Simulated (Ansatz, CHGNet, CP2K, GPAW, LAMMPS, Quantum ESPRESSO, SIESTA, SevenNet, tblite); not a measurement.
# SIESTA runs on aqueous Cs+ and SO4 2-, 1.7 mol of salt per kg of water at 360 K (106 atoms)

Wanted: SIESTA inputs and outputs for aqueous Cs+ and SO4 2-, 1.7 mol of salt per kg of water at 360 K (106 atoms), checked against a plane-wave reference.

Method: the method is named at each step, in SIESTA 5.4.2.

## 1. Set-up

The cell holds 106 atoms: 37 O, 1 S, 66 H and 2 Cs. Cell: a = 10.287 Å, b = 10.287 Å, c = 10.287 Å, α = 90.0°, β = 90.0°, γ = 90.0°. 33 H2O, 2 Cs+, 1 SO4 2- placed at random, at 1.46 g/cm³; overlaps pushed apart, then 10 ps at 420 K with Joung-Cheatham ions (J. Phys. Chem. B 112, 9020 (2008)); MMFF94 bonds, angles, torsions, charges and radii (Halgren, J. Comput. Chem. 17, 490 (1996)) in harmonic and 12-6 forms; SPC/E water (Berendsen, Grigera and Straatsma, J. Phys. Chem. 91, 6269 (1987)). Snapshot after 20 ps at 360 K and fixed volume.

The yardstick, on the same geometry:

| Quantity | Value |
| --- | --- |
| method | Kohn-Sham DFT, PBE, SSSP efficiency 1.3.0 pseudopotentials, plane waves (Quantum ESPRESSO 7.5); sssp-pbe-1.3.0-efficiency, cutoffs 60/480 Ry, Γ point |
| r.m.s. force component | 0.6778 eV/Å |
| longest force | 3.947 eV/Å |
| pressure | 0.31 GPa |
| gap (highest filled to lowest empty level) | 4.14 eV |
| time | 2.8 min on 2 MPI ranks of Arm Neoverse V2, shared host |
| CPU time | 5.6 min |

## 2. PBE, DZP, shift 0.01 Ry, mesh 500 Ry

Method: Kohn-Sham DFT, PBE, PseudoDojo 0.4.1 norm-conserving pseudopotentials (converted to PSML), numerical atomic orbitals (DZP), diagonalisation.

The .psml files are PseudoDojo norm-conserving potentials that we converted to this format, checked against plane waves on the same files for H, C, O, Si, Ge and Ca alone.

Contents of input.fdf:

```
SystemLabel cell
NumberOfAtoms 106
NumberOfSpecies 4
%block ChemicalSpeciesLabel
  1 8 O
  2 16 S
  3 1 H
  4 55 Cs
%endblock ChemicalSpeciesLabel
LatticeConstant 1.0 Ang
%block LatticeVectors
  10.28660 0.00000 0.00000
  0.00000 10.28660 0.00000
  0.00000 0.00000 10.28660
%endblock LatticeVectors
PAO.BasisSize DZP
PAO.EnergyShift 0.01 Ry
XC.Functional GGA
XC.Authors PBE
MeshCutoff 500 Ry
%block kgrid_Monkhorst_Pack
  1 0 0 0.0
  0 1 0 0.0
  0 0 1 0.0
%endblock kgrid_Monkhorst_Pack
SolutionMethod diagon
OccupationFunction FD
ElectronicTemperature 580 K
SCF.Mixer.Method Pulay
SCF.Mixer.Weight 0.15
SCF.Mixer.History 8
SCF.Mix Hamiltonian
MaxSCFIterations 300
SCF.DM.Tolerance 1e-04
SCF.H.Tolerance 1.0e-3 eV
WriteForces T
Write.HirshfeldPop T
Write.VoronoiPop T
Write.DM F
Write.H F
XML.Write F
AtomicCoordinatesFormat Fractional
%block AtomicCoordinatesAndAtomicSpecies
  0.33369 0.81119 0.99038 1
  0.20575 0.76501 0.02262 2
  0.11230 0.86468 0.03966 1
  0.16794 0.68239 0.91656 1
  0.21565 0.68485 0.13646 1
  0.57116 0.29467 0.50341 1
  0.61995 0.29911 0.58738 3
  0.51926 0.21252 0.50040 3
  0.36006 0.00977 0.16509 1
  0.35073 0.93655 0.10182 3
  0.39256 0.97529 0.24998 3
  0.51511 0.99864 0.40443 1
  0.59788 0.00875 0.35446 3
  0.53509 0.96700 0.49416 3
  0.47986 0.51949 0.78450 1
  0.40110 0.56598 0.75154 3
  0.50433 0.55496 0.87164 3
  0.23145 0.89382 0.50913 1
  0.27875 0.83660 0.44637 3
  0.25019 0.98696 0.48853 3
  0.93977 0.35747 0.52226 1
  0.89201 0.43678 0.55191 3
  0.92161 0.34205 0.42801 3
  0.32548 0.15986 0.50992 1
  0.39542 0.11183 0.46246 3
  0.31361 0.24767 0.46992 3
  0.84745 0.10788 0.56247 1
  0.88227 0.19424 0.53451 3
  0.82662 0.05440 0.48400 3
  0.80616 0.98278 0.32380 1
  0.75802 0.02979 0.25364 3
  0.89560 0.96084 0.29264 3
  0.55480 0.04115 0.64686 1
  0.51750 0.03241 0.73621 3
  0.65160 0.04788 0.65268 3
  0.28038 0.42162 0.43906 1
  0.36937 0.46046 0.44383 3
  0.22177 0.48095 0.38911 3
  0.35312 0.72194 0.34089 1
  0.41948 0.65281 0.35731 3
  0.29470 0.69419 0.26832 3
  0.53741 0.68990 0.01006 1
  0.46228 0.75004 0.02380 3
  0.53033 0.61470 0.07127 3
  0.09063 0.55708 0.31356 1
  0.01550 0.50017 0.28976 3
  0.11908 0.60753 0.23548 3
  0.76348 0.01102 0.01705 1
  0.77971 0.91652 0.03307 3
  0.84041 0.04995 0.97216 3
  0.86312 0.44240 0.26413 1
  0.79104 0.47024 0.32313 3
  0.83006 0.43711 0.17286 3
  0.72910 0.69314 0.38453 1
  0.70576 0.78416 0.35960 3
  0.81281 0.69354 0.43396 3
[... 46 atom lines left out ...]
  0.38836 0.20955 0.91682 3
  0.45382 0.33650 0.84754 3
  0.01560 0.82526 0.76294 4
  0.15880 0.29650 0.67854 4
%endblock AtomicCoordinatesAndAtomicSpecies
```

Started as:

```
$ OMP_NUM_THREADS=1 mpirun -np 2 siesta < input.fdf > output.txt
```

Output:

```text
Version         : 5.4.2
reinit: System Name:
reinit: System Label: cell
initatom: Reading input for the pseudopotentials and atomic orbitals ----------
Species number:   1 Atomic number:    8 Label: O
Species number:   2 Atomic number:   16 Label: S
Species number:   3 Atomic number:    1 Label: H
Species number:   4 Atomic number:   55 Label: Cs
Ground state valence configuration (from tables):   2s02  2p04  3d00  4f00
Ground state valence configuration (from tables):   3s02  3p04  3d00  4f00
Ground state valence configuration (from tables):   1s01  2p00  3d00  4f00
Ground state valence configuration (from tables):   6s01  6p00  5d00  4f00
---- Processing specs for species: O
GGA--PBE XC_GGA_X_PBE--XC_GGA_C_PBE pb
---- Processing specs for species: S
GGA--PBE XC_GGA_X_PBE--XC_GGA_C_PBE pb
---- Processing specs for species: H
GGA--PBE XC_GGA_X_PBE--XC_GGA_C_PBE pb
---- Processing specs for species: Cs
GGA--PBE XC_GGA_X_PBE--XC_GGA_C_PBE pb
Semicore shell(s) with  8 electrons included in the valence for Cs
Semicore shell(s): 5s 5p
Fallback to non-perturbative polarization scheme for Cs
Please see the manual if this is not desired in principle
O pseudopotential only contains V_ls up to l=2 -- lmxkb reset.
S pseudopotential only contains V_ls up to l=2 -- lmxkb reset.
H pseudopotential only contains V_ls up to l=1 -- lmxkb reset.
Using PAO.SplitTailNorm
%block ChemicalSpeciesLabel
    1    8 O                       # Species index, atomic number, species label
    2   16 S                       # Species index, atomic number, species label
    3    1 H                       # Species index, atomic number, species label
    4   55 Cs                      # Species index, atomic number, species label
%endblock ChemicalSpeciesLabel
%block PAO.Basis                 # Define Basis set
O                     2                    # Species label, number of l-shells
 n=2   0   2                         # n, l, Nzeta
   3.532      2.299
   1.000      1.000
 n=2   1   2 P   1                   # n, l, Nzeta, Polarization, NzetaPol
   4.300      2.782
[...]
S                     2                    # Species label, number of l-shells
 n=3   0   2                         # n, l, Nzeta
[...]
n=3   1   2 P   1                   # n, l, Nzeta, Polarization, NzetaPol
[...]
H                     1                    # Species label, number of l-shells
 n=1   0   2 P   1                   # n, l, Nzeta, Polarization, NzetaPol
[...]
Cs                    4                    # Species label, number of l-shells
 n=5   0   1                         # n, l, Nzeta
   4.223
   1.000
 n=6   0   2                         # n, l, Nzeta
  10.761      8.395
   1.000      1.000
 n=5   1   1                         # n, l, Nzeta
   5.078
   1.000
 n=6   1   1                         # n, l, Nzeta
  10.761
   1.000
%endblock PAO.Basis
coor:   Atomic-coordinates input format  =     Fractional
siesta: System type = bulk
initatomlists: Number of atoms, orbitals, and projectors:    106   842   865
siesta: ******************** Simulation parameters ****************************
Total number of electrons:   312.000000
Total ionic charge:   312.000000
 Kpoints in:            1 . Kpoints trimmed:            1
siesta: k-grid: Number of k-points = 1
siesta: k-points from Monkhorst-Pack grid
siesta: k-cutoff (effective) =     5.143 Ang
siesta: k-point supercell and displacements
siesta: k-grid:     1     0     0      0.000
siesta: k-grid:     0     1     0      0.000
siesta: k-grid:     0     0     1      0.000
                     ====================================
                        Single-point calculation
                     ====================================
outcell: Unit cell vectors (Ang):
       10.286600    0.000000    0.000000
        0.000000   10.286600    0.000000
        0.000000    0.000000   10.286600
outcell: Cell vector modules (Ang)   :   10.286600   10.286600   10.286600
outcell: Cell angles (23,13,12) (deg):     90.0000     90.0000     90.0000
outcell: Cell volume (Ang**3)        :   1088.4677
Gamma-point calculation with interaction between periodic images
Gamma-point calculation with interaction between periodic images
Some features might not work optimally:
Some features might not work optimally:
e.g. DM initialization from atomic data
e.g. DM initialization from atomic data
new_DM -- step:     1
Initializing Density Matrix...
Attempting to read DM from file... Failed...
DM filled with atomic data:
InitMesh: MESH = 144 x 144 x 144 = 2985984
InitMesh: Mesh cutoff (required, used) =   500.000   541.606 Ry
stepf: Fermi-Dirac step function
        iscf     Eharris(eV)        E_KS(eV)     FreeEng(eV)     dDmax    Ef(eV) dHmax(eV)
   scf:    1   -19280.555849   -19244.265914   -19244.265914  1.628348 -4.187423  9.344854
   scf:    2   -19273.827051   -19260.206729   -19260.206729  0.071146 -4.884033  5.732304
   scf:    3   -19272.810656   -19270.115245   -19270.115245  0.120170 -4.797104  0.799873
[...]
scf:   10   -19270.299169   -19270.299167   -19270.299167  0.000186 -4.599341  0.001190
   scf:   11   -19270.299167   -19270.299167   -19270.299167  0.000033 -4.599471  0.000355
SCF Convergence by DM+H criterion
max |DM_out - DM_in|         :     0.0000328402
max |H_out - H_in|      (eV) :     0.0003554402
SCF cycle converged after 11 iterations
Using DM_out to compute the final energy and forces
siesta: E_KS(eV) =           -19270.2992
siesta: E_KS - E_eggbox =    -19270.2992
siesta: Atomic forces (eV/Ang):
     1    2.542697    2.956747   -0.543683
     2    2.006021   -2.238830   -1.003620
     3   -3.170437    3.616076    0.657813
[...]
105   -1.181948    0.956479   -1.083196
   106   -0.001694   -0.152173    0.160487
----------------------------------------
   Tot    0.015292    0.006171   -0.002540
----------------------------------------
   Max    3.616076
   Res    0.652266    sqrt( Sum f_i^2 / 3N )
----------------------------------------
   Max    3.616076    constrained
Stress tensor Voigt[x,y,z,yz,xz,xy] (kbar):       -7.10        7.95      -10.94       -5.44       -1.85        5.16
(Free)E + p*V (eV/cell)   -19268.0154
Target enthalpy (eV/cell)   -19270.2992
siesta: Program's energy decomposition (eV):
siesta: Ebs     =     -4473.741434
siesta: Eions   =     28745.355976
siesta: Ena     =      4842.229902
siesta: Ekin    =     12619.740069
siesta: Enl     =     -2586.728655
siesta: DEna    =      -105.790421
siesta: DUscf   =        21.168096
siesta: Ex      =     -4961.922025
siesta: Ec      =      -353.640157
siesta: Exc     =     -5315.562181
siesta: Eharris =    -19270.299167
siesta: Etot    =    -19270.299167
siesta: FreeEng =    -19270.299167
siesta: Final energy (eV):
siesta:  Band Struct. =   -4473.741434
siesta:       Kinetic =   12619.740069
siesta:       Hartree =    9195.553019
siesta:         Exch. =   -4961.922025
siesta:         Corr. =    -353.640157
siesta:   Exch.-corr. =   -5315.562181
siesta:  Ion-electron =  -29611.018384
siesta:       Ion-ion =   -6159.011689
siesta:         Total =  -19270.299167
siesta:         Fermi =      -4.599471
siesta: Stress tensor (static) (eV/Ang**3):
siesta:    -0.004429    0.003223   -0.001152
siesta:     0.003223    0.004961   -0.003393
siesta:    -0.001152   -0.003393   -0.006826
siesta: Cell volume =       1088.467728 Ang**3
siesta: Pressure (static):
siesta:                Solid            Molecule  Units
siesta:           0.00002285          0.00002537  Ry/Bohr**3
siesta:           0.00209817          0.00232977  eV/Ang**3
siesta:           3.36163389          3.73270845  kBar
    Orbital volume contribution        =          29.179727 eV
    (Free)E + p_basis*V_orbitals       =      -19241.119440 eV
    (Free)Eharris+ p_basis*V_orbitals  =      -19241.119441 eV
Hirshfeld Atomic Populations:
Atom #   charge [q] valence [e]  Species
     1    -0.137370    6.137370  O
     2     0.468130    5.531870  S
     3    -0.131269    6.131269  O
     4    -0.186095    6.186095  O
[...]
7     0.126804    0.873196  H
     8     0.091885    0.908115  H
[...]
10     0.072460    0.927540  H
[...]
105     0.385060    8.614940  Cs
   106     0.391399    8.608601  Cs
--------------------
 Total    -0.000007
Voronoi Atomic Populations:
Atom #   charge [q] valence [e]  Species
[...]
2     0.553864    5.446136  S
[...]
99    -0.166559    6.166559  O
[...]
102    -0.198321    6.198321  O
   103     0.088075    0.911925  H
   104     0.077922    0.922078  H
   105     0.220827    8.779173  Cs
   106     0.211773    8.788227  Cs
--------------------
 Total    -0.000006
```

Elapsed: 81 s, on 2 MPI ranks of Arm Neoverse V2, shared host; peak memory 1.6 GiB; 2.7 min of CPU time.

Banners, paths, timers and routine set-up lines are dropped from the logs unmarked, and long logs keep their key lines alone; longer cuts are marked.

Against the reference:

```yaml
r_m_s_force_component: 0.6523 eV/Å
r_m_s_difference_of_force_components: 229.1 meV/Å
longest_difference_of_force_vectors: 907.8 meV/Å
force_difference_over_r_m_s_force: 33.8 %
slope_of_forces_against_the_reference_s: 0.906
correlation_of_force_components: 0.9414
spacing_of_highest_filled_and_lowest_empty_level: 4.182 eV
gap_difference: 0.0423 eV
pressure: 0.3361 GPa
pressure_difference: 0.0261 GPa
```

This run lies far from the reference in forces at the same functional.

Length of the force difference by element (eV/Å):

| element | atoms | mean | most |
| --- | --- | --- | --- |
| Cs | 2 | 0.087 | 0.10 |
| H | 66 | 0.36 | 0.49 |
| O | 37 | 0.44 | 0.91 |
| S | 1 | 0.13 | 0.13 |

Levels nearest the highest filled one (eV from it): -0.73, -0.68, -0.54, -0.51, -0.39, -0.38, -0.33, -0.28, -0.24, -0.21, -0.19, 0.00, 4.18, 5.55, 5.84, 5.98, 6.29, 6.29, 6.56, 6.81, 7.01, 7.14, 7.30, 7.38.

A closer look about S2, the only S atom: 10 atoms, nearest first, numbered in the order of the input, with positions taken from that point.

| atom | x | y | z | distance (Å) | bonds | Hirshfeld charge (e) | Fx | Fy | Fz (eV/Å) |
| --- | --- | --- | --- | --- | --- | --- | --- | --- | --- |
| S2 | 0.00 | 0.00 | 0.00 | 0.00 | 4 | 0.47 | 2.01 | -2.24 | -1.00 |
| O3 | -0.96 | 1.03 | 0.18 | 1.42 | 2 | -0.13 | -3.17 | 3.62 | 0.66 |
| O5 | 0.10 | -0.82 | 1.17 | 1.44 | 1 | -0.13 | -0.29 | -1.67 | 3.39 |
| O4 | -0.39 | -0.85 | -1.09 | 1.44 | 2 | -0.19 | -1.20 | -2.69 | -2.40 |
| O1 | 1.32 | 0.48 | -0.33 | 1.44 | 1 | -0.14 | 2.54 | 2.96 | -0.54 |
| H58 | -2.37 | 0.07 | 0.29 | 2.39 | 1 | 0.06 | -0.56 | -0.51 | 0.45 |
| H10 | 1.49 | 1.76 | 0.81 | 2.45 | 1 | 0.07 | 0.14 | 0.19 | 0.47 |
| H71 | 0.71 | -2.30 | 0.86 | 2.56 | 1 | 0.08 | -0.50 | -0.41 | -0.57 |
| H73 | -1.34 | 1.34 | 1.77 | 2.60 | 1 | 0.07 | 0.29 | 0.96 | 0.51 |
| H43 | 2.64 | -0.15 | 0.01 | 2.64 | 1 | 0.06 | 0.33 | -0.92 | 0.11 |

Forces lie 34 % from the reference's, at 0.48 times its CPU time.

## 3. PBE, SZ, shift 0.01 Ry, mesh 500 Ry

Method: Kohn-Sham DFT, PBE, PseudoDojo 0.4.1 norm-conserving pseudopotentials (converted to PSML), numerical atomic orbitals (SZ), diagonalisation.

input.fdf: that of step 2 with these lines changed.

```diff
@@ -15,3 +15,3 @@
 %endblock LatticeVectors
-PAO.BasisSize DZP
+PAO.BasisSize SZ
 PAO.EnergyShift 0.01 Ry
```

Started as:

```
$ OMP_NUM_THREADS=1 siesta < input.fdf > output.txt
```

Output:

```text
Version         : 5.4.2
reinit: System Name:
reinit: System Label: cell
initatom: Reading input for the pseudopotentials and atomic orbitals ----------
Species number:   1 Atomic number:    8 Label: O
Species number:   2 Atomic number:   16 Label: S
Species number:   3 Atomic number:    1 Label: H
Species number:   4 Atomic number:   55 Label: Cs
[... lines left out ...]
SCF Convergence by DM+H criterion
[... lines left out ...]
SCF cycle converged after 12 iterations
[... lines left out ...]
   Max   15.644195
[... lines left out ...]
   Max   15.644195    constrained
Stress tensor Voigt[x,y,z,yz,xz,xy] (kbar):     -144.82     -149.77     -137.90        8.36       -2.63       -1.35
[... lines left out ...]
siesta: FreeEng =    -19138.877966
[... lines left out ...]
siesta:         Fermi =      -3.613229
[... lines left out ...]
siesta:         144.15895747        203.26683610  kBar
[... lines left out ...]
    (Free)Eharris+ p_basis*V_orbitals  =      -19125.560903 eV
Hirshfeld Atomic Populations:
Atom #   charge [q] valence [e]  Species
     1    -0.262453    6.262453  O
     2     0.886821    5.113179  S
     3    -0.254439    6.254439  O
     4    -0.303557    6.303557  O
[...]
7     0.152328    0.847672  H
     8     0.130020    0.869980  H
[...]
10     0.096901    0.903099  H
[...]
105     0.381084    8.618916  Cs
   106     0.388130    8.611870  Cs
--------------------
 Total    -0.000009
Voronoi Atomic Populations:
Atom #   charge [q] valence [e]  Species
[...]
2     0.888023    5.111977  S
[...]
99    -0.301469    6.301469  O
[...]
102    -0.329418    6.329418  O
   103     0.164079    0.835921  H
   104     0.163627    0.836373  H
   105     0.152193    8.847807  Cs
   106     0.147508    8.852492  Cs
--------------------
 Total    -0.000009
```

It took 61 s on 1 thread; peak memory 0.7 GiB.

Numbers from this run, and their distance from the reference:

```
r.m.s. force component                           : 3.143 eV/Å
r.m.s. difference of force components            : 3215 meV/Å
longest difference of force vectors              : 15920 meV/Å
force difference over r.m.s. force               : 474.4 %
slope of forces against the reference's          : -0.0024
correlation of force components                  : -0.00052
gap (highest filled to lowest empty level) : 3.095 eV
gap difference                                   : -1.045 eV
pressure                                         : 14.42 GPa
pressure difference                              : 14.11 GPa
```

This is a coarse setting, run to see what it loses.

Against the first run (34 %), the force difference from the reference is 474 %, at 0.38 times the CPU time (on 1 against 2 cores), with 228 basis functions against 842: the smaller basis costs accuracy.

## 4. PBE, SZ, shift 0.02 Ry, mesh 500 Ry

Method: Kohn-Sham DFT, PBE, PseudoDojo 0.4.1 norm-conserving pseudopotentials (converted to PSML), numerical atomic orbitals (SZ), diagonalisation.

input.fdf: that of step 3 with these lines changed.

```diff
@@ -16,3 +16,3 @@
 PAO.BasisSize SZ
-PAO.EnergyShift 0.01 Ry
+PAO.EnergyShift 0.02 Ry
 XC.Functional GGA
```

Output:

```text
Version         : 5.4.2
reinit: System Name:
reinit: System Label: cell
initatom: Reading input for the pseudopotentials and atomic orbitals ----------
Species number:   1 Atomic number:    8 Label: O
Species number:   2 Atomic number:   16 Label: S
Species number:   3 Atomic number:    1 Label: H
Species number:   4 Atomic number:   55 Label: Cs
Ground state valence configuration (from tables):   2s02  2p04  3d00  4f00
Ground state valence configuration (from tables):   3s02  3p04  3d00  4f00
[... lines left out ...]
        iscf     Eharris(eV)        E_KS(eV)     FreeEng(eV)     dDmax    Ef(eV) dHmax(eV)
[... lines left out ...]
SCF Convergence by DM+H criterion
[... lines left out ...]
SCF cycle converged after 12 iterations
[... lines left out ...]
   Max   15.275837
[... lines left out ...]
   Max   15.275837    constrained
Stress tensor Voigt[x,y,z,yz,xz,xy] (kbar):     -113.94     -115.80     -112.19        7.32       -3.29       -0.89
[... lines left out ...]
siesta: FreeEng =    -19117.800762
[... lines left out ...]
siesta:         Fermi =      -2.128535
[... lines left out ...]
siesta:    -0.002050    0.004570   -0.070022
siesta: Cell volume =       1088.467728 Ang**3
siesta: Pressure (static):
siesta:                Solid            Molecule  Units
siesta:           0.00077479          0.00112515  Ry/Bohr**3
siesta:           0.07113839          0.10330619  eV/Ang**3
siesta:         113.97626058        165.51476320  kBar
    Orbital volume contribution        =           9.745784 eV
    (Free)E + p_basis*V_orbitals       =      -19108.054978 eV
    (Free)Eharris+ p_basis*V_orbitals  =      -19108.054978 eV
Hirshfeld Atomic Populations:
Atom #   charge [q] valence [e]  Species
     1    -0.247759    6.247759  O
     2     0.864395    5.135605  S
     3    -0.237099    6.237099  O
     4    -0.289625    6.289625  O
[...]
7     0.142260    0.857740  H
     8     0.120620    0.879380  H
[...]
10     0.083464    0.916536  H
[...]
105     0.387130    8.612870  Cs
   106     0.400071    8.599929  Cs
--------------------
 Total     0.000018
Voronoi Atomic Populations:
Atom #   charge [q] valence [e]  Species
[...]
2     0.876344    5.123656  S
[...]
99    -0.265675    6.265675  O
[...]
102    -0.289039    6.289039  O
   103     0.145547    0.854453  H
   104     0.141385    0.858615  H
   105     0.169548    8.830452  Cs
   106     0.164857    8.835143  Cs
--------------------
 Total     0.000018
```

It took 54 s on 1 thread; peak memory 0.64 GiB.

Numbers from this run, and their distance from the reference:

| Quantity | Value |
| --- | --- |
| r.m.s. force component | 3.063 eV/Å |
| r.m.s. difference of force components | 3125 meV/Å |
| longest difference of force vectors | 15560 meV/Å |
| force difference over r.m.s. force | 461.1 % |
| slope of forces against the reference's | 0.0807 |
| correlation of force components | 0.01787 |
| gap (highest filled to lowest empty level) | 2.939 eV |
| gap difference | -1.2 eV |
| pressure | 11.4 GPa |
| pressure difference | 11.09 GPa |

This is a coarse setting, run to see what it loses.

Against the first run (34 %), the force difference from the reference is 461 %, at 0.34 times the CPU time (on 1 against 2 cores).

[end of part 1 of 2]

[Also dropped from logs without a mark: logging warnings of Python, and SIESTA's first energy breakdown and zero terms.]

[Logs are printed without paths, hosts, clocks, repeated set-up lines and the standing remarks that a program may print on its own settings, such as how far it seeks lower states.]

[Hosts, paths, dates, database ids (printed as entryN), source tags and the programs' standing remarks are cut or masked in the printed files.]

[The MMFF94 radii named for the starting cell were scaled by 0.96; in molecules described by MMFF94, hydrogen bound to N, O or S took a small fixed 12-6 site in their place.]
